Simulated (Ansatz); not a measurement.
## TiGe (model cell, started as NiAs type): the cell at rest: relaxation

Ansatz 0.2.0; DFT PBEsol, scalar-relativistic, plane waves, PAW.

The structure was built from a prototype and need not be the compound's stable phase.

Symmetry: P6_3/mmc, No. 194, hexagonal system. Conventional cell: a = 3.489 Å, b = 3.489 Å, c = 6.538 Å, α = 90.00°, β = 90.00°, γ = 120.00°. Nearest to Ti lie 6 Ge at 2.59 Å. Nearest to Ge lie 6 Ti at 2.59 Å. Farther neighbours are not listed.

Step by step:

| step | energy less that of the first step (eV) | largest force component (eV/Å) | pressure (GPa) | volume (Å³) |
| --- | --- | --- | --- | --- |
| 1 | 0.0000 | 0.0000 | 0.30 | 68.94 |
| 2 | -0.0090 | 0.0000 | -0.04 | 69.48 |
| 3 | -0.0090 | 0.0000 | 0.02 | 69.48 |
| 4* | -0.0091 | 0.0000 | 0.03 | 69.48 |

Relaxation steps marked * repeat the geometry before them on a plane-wave basis chosen anew for their cell, so energy and pressure can jump there.

The run keeps the 24 symmetry operations that it works with, so distortions that break them were not tested.

```csv
"conventional cell, symmetrised",before,after,change
a (Å),3.489,3.536,+1.3 %
b (Å),3.489,3.536,+1.3 %
c (Å),6.538,6.418,-1.8 %
volume (Å³/atom),17.23,17.37,+0.8 %
```

Final coordinates:

```cif
data_structure
_symmetry_space_group_name_H-M 'P 1'
_symmetry_Int_Tables_number 1
_cell_length_a 3.5355
_cell_length_b 3.5355
_cell_length_c 6.4182
_cell_angle_alpha 90.000
_cell_angle_beta 90.000
_cell_angle_gamma 120.000
_cell_volume 69.48
loop_
_atom_site_label
_atom_site_type_symbol
_atom_site_fract_x
_atom_site_fract_y
_atom_site_fract_z
_atom_site_occupancy
Ti1 Ti 0.00000 0.00000 0.00000 1
Ti2 Ti 0.00000 0.00000 0.50000 1
Ge3 Ge 0.33333 0.66667 0.25000 1
Ge4 Ge 0.66667 0.33333 0.75000 1
```

This step gave:

| Quantity | Value |
| --- | --- |
| pressure | 0.02669 GPa |
| volume per atom | 17.37 Å³ |

**Question.** Which input gives these results?

The system, level and task follow from the heading and the kind of results. Meshes, cutoffs and thresholds can't be read from the results; these are the ones that the run used.

input.yaml

```yaml
crystal:
  lattice:
    - [3.4893001752, -2.8187e-06, 0.0]
    - [-1.7446476465, 3.0218240025, 0.0]
    - [0.0, 0.0, 6.5378281271]
  atoms:
    - { symbol: Ti, position: [0.0, 0.0, 0.0] }
    - { symbol: Ti, position: [0.0, 0.0, 0.5] }
    - { symbol: Ge, position: [0.3333333333, 0.6666666667, 0.25] }
    - { symbol: Ge, position: [0.6666666667, 0.3333333333, 0.75] }
kpoints:
  mp_grid: { grid: [12, 12, 6] }
hamiltonian:
  xc: pbesol
scf:
  occupations: { method: gaussian, width: 0.1 }
output:
  forces: true
  stress: true
  eigenvalues: true
relax:
  adjacent_minimum: "off"
  f_tol: 0.005
  max_steps: 80
  cell: { stress_tol: 0.05 }
```

Launch:

```
ansatz run input.yaml --threads 4 --pin off --max-ram 7168MiB --backend cpu --events-out ev --progress --plain --runs-dir out
```

[Logs are printed without paths, hosts, clocks, repeated set-up lines and the standing remarks that a program may print on its own settings, such as how far it seeks lower states.]

[Hosts, paths, dates, database ids (printed as entryN), source tags and the programs' standing remarks are cut or masked in the printed files.]
